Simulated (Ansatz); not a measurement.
AlN (P6_3mc): refractive index against wavelength

The refractive index of AlN (P6_3mc) along x below the direct gap (4.21 eV on the mesh) is read from one computed spectrum, n = √(Re ε). x, y and z are the Cartesian axes of the input cell.

Cell: a, b, c = 3.113, 3.113, 4.981 Å (primitive vectors), 4 atoms.

Method: Ansatz 0.2.0, PBE, independent particles, k-mesh 12×12×6 with interpolation inside its cells, Gaussian parameter 0.1 eV.

Launch of the response step: `ansatz run input.yaml --threads 4 --pin off --max-ram 8192MiB --backend cpu --events-out ev --progress --plain --runs-dir out`. The run took 14 s, on 4 threads of Arm Neoverse V1, with other jobs on the host.

| wavelength (nm) | photon energy E (eV) | n |
| --- | --- | --- |
| 1310 | 0.946 | 2.1528 |
| 1064 | 1.165 | 2.1582 |
| 850 | 1.459 | 2.1675 |
| 700 | 1.771 | 2.1800 |
| 633 | 1.959 | 2.1890 |
| 532 | 2.331 | ? |
| 450 | 2.755 | 2.2414 |

In the single-oscillator model n² − 1 = E₀E_d/(E₀² − E²), so 1/(n² − 1) = E₀/E_d − E²/(E₀E_d) is linear in E².

Working, on the rows shown:

| x = E² (eV²) | y = 1/(n² − 1) |
| --- | --- |
| 0.895757 | 0.275137 |
| 1.35784 | 0.273386 |
| 2.12762 | 0.270412 |
| 3.13716 | 0.266496 |
| 3.83641 | 0.263732 |
| 7.59115 | 0.248517 |

Means: x̄ = 3.1577, ȳ = 0.26628. Σ(x − x̄)(y − ȳ) = -0.1176, Σ(x − x̄)² = 29.53. Slope = -0.1176 / 29.53 = -0.003981; intercept = ȳ − slope · x̄ = 0.27885. Turned back into n, the line misses the rows shown by at most 0.00051.

Task: What does the fit predict for the withheld row, and how well does it do?

Result: At x = 5.4314 the line gives y = 0.25723, that is 2.2108. The run gave 2.2103, so the interpolation is off by 0.00049, 0.6 % of the range in the table.

Refitted with all rows, the slope is -0.003973 and the intercept 0.27884. These give E₀ = √(intercept/−slope) = 8.38 eV and E_d = E₀/intercept = 30.0 eV; E₀ is 2.0 times the direct gap. The electronic limit at long wavelengths, without lattice vibrations, is n = √(1 + 1/intercept) = 2.142. The cell comes from an older database entry, whose edges can be off by a per cent or so. Excitons are left out and so are local fields; PBE gaps are as a rule too small.
